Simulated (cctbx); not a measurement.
**Diagnosing a refinement**

Cell a = 5.5690 Å, b = 13.1870 Å, c = 7.2040 Å, α = 90.00°, β = 104.83°, γ = 90.00°; space group P2_1/c (no. 14). The compound is EuCuPS3.

The data are simulated with cctbx, not measured: Mo Kα, λ = 0.71073 Å, to d = 0.6 Å, 50 % of the full sphere, strongest reflection 40000 counts, noise from counting, a 3 % proportional error and a noise floor of 2 counts (s.d.); no absorption.

An anisotropic refinement with weights 1/σ² prints:

```text
Rint 0.026, 2291 unique reflections to 0.60 A
cycle     R1     wR2    GooF  max shift (A)
   1  0.0934  0.2442   5.842   0.00666
   2  0.0169  0.0411   0.984   0.00002
final R1 0.0169 wR2 0.0411 GooF 0.984  parameters 54  data/parameter 42.4
atom        x        y        z      Ueq    occ   su(xyz)  su(Uiso or U11)
Eu1    0.32001  0.91810  0.73790   0.0147  1.000  0.00002  0.0000
Cu1    0.26871  0.20982  0.57824   0.0110  1.000  0.00004  0.0001
S1     0.19631  0.45687  0.85356   0.0214  1.000  0.00011  0.0002
S2     0.74147  0.21131  0.61002   0.0135  1.000  0.00009  0.0002
S3     0.28132  0.12751  0.88709   0.0259  1.000  0.00014  0.0003
P1     0.13109  0.90117  0.16326   0.0251  1.000  0.00014  0.0003
difference map: max 0.85 min -0.67 rms 0.17
Q1    0.2296  0.2229  0.5543    4    0.86  0.30 A from Cu1
Q2    0.4385  0.7408  0.0371    4    0.66  1.32 A from S2
Q3    0.4666  0.5269  0.7517    4    0.60  1.85 A from Eu1
Q4    0.4724  0.5764  0.8407    4    0.60  2.02 A from P1
Q5    0.1102  0.6053  0.5889    4    0.60  0.53 A from P1
Q6    0.4676  0.1244  0.6000    4    0.57  1.56 A from Cu1
```

**Question.** Can this result stand? If not, what is the likely fault?

It can stand. The set-up had a fault (anomalous dispersion left out), but the figures of merit move little: R1 = 0.0169, wR2 = 0.0411, GooF = 0.98 against R1 = 0.0160, wR2 = 0.0389, GooF = 0.93 for the right model.

The compound is EuCuPS3. The right model at the same level gives:

```text
Rint 0.026, 2291 unique reflections to 0.60 A
cycle     R1     wR2    GooF  max shift (A)
   1  0.0918  0.2423   5.795   0.00657
   2  0.0160  0.0389   0.930   0.00001
final R1 0.0160 wR2 0.0389 GooF 0.930  parameters 54  data/parameter 42.4
atom        x        y        z      Ueq    occ   su(xyz)  su(Uiso or U11)
Eu1    0.32001  0.91810  0.73789   0.0145  1.000  0.00002  0.0000
Cu1    0.26871  0.20981  0.57823   0.0121  1.000  0.00004  0.0001
S1     0.19635  0.45687  0.85356   0.0219  1.000  0.00011  0.0002
S2     0.74149  0.21131  0.61005   0.0141  1.000  0.00009  0.0002
S3     0.28129  0.12749  0.88707   0.0265  1.000  0.00013  0.0003
P1     0.13112  0.90119  0.16322   0.0257  1.000  0.00013  0.0003
difference map: max 0.62 min -0.65 rms 0.16
Q1    0.4377  0.7418  0.0381    4    0.66  1.32 A from S2
Q2    0.5193  0.0307  0.7442    4    0.61  1.85 A from Eu1
Q3    0.4594  0.1268  0.5973    4    0.58  1.51 A from Cu1
Q4    0.4703  0.5761  0.8383    4    0.58  2.01 A from P1
Q5    0.1613  0.5236  0.1867    4    0.56  1.16 A from Eu1
Q6    0.1121  0.6039  0.5904    4    0.54  0.51 A from P1
```

Isotropic U is held between 0.0001 and 1 Å² by the program, and listed peak heights are interpolated, so they can pass the grid's maximum.

The model was made for the exercise: a known structure type with other elements put in, its volume estimated, not relaxed; displacement parameters are assumed.

[Middle refinement cycles are left out of these outputs.]

[Logs are printed without paths, hosts, clocks, repeated set-up lines and the standing remarks that a program may print on its own settings, such as how far it seeks lower states.]
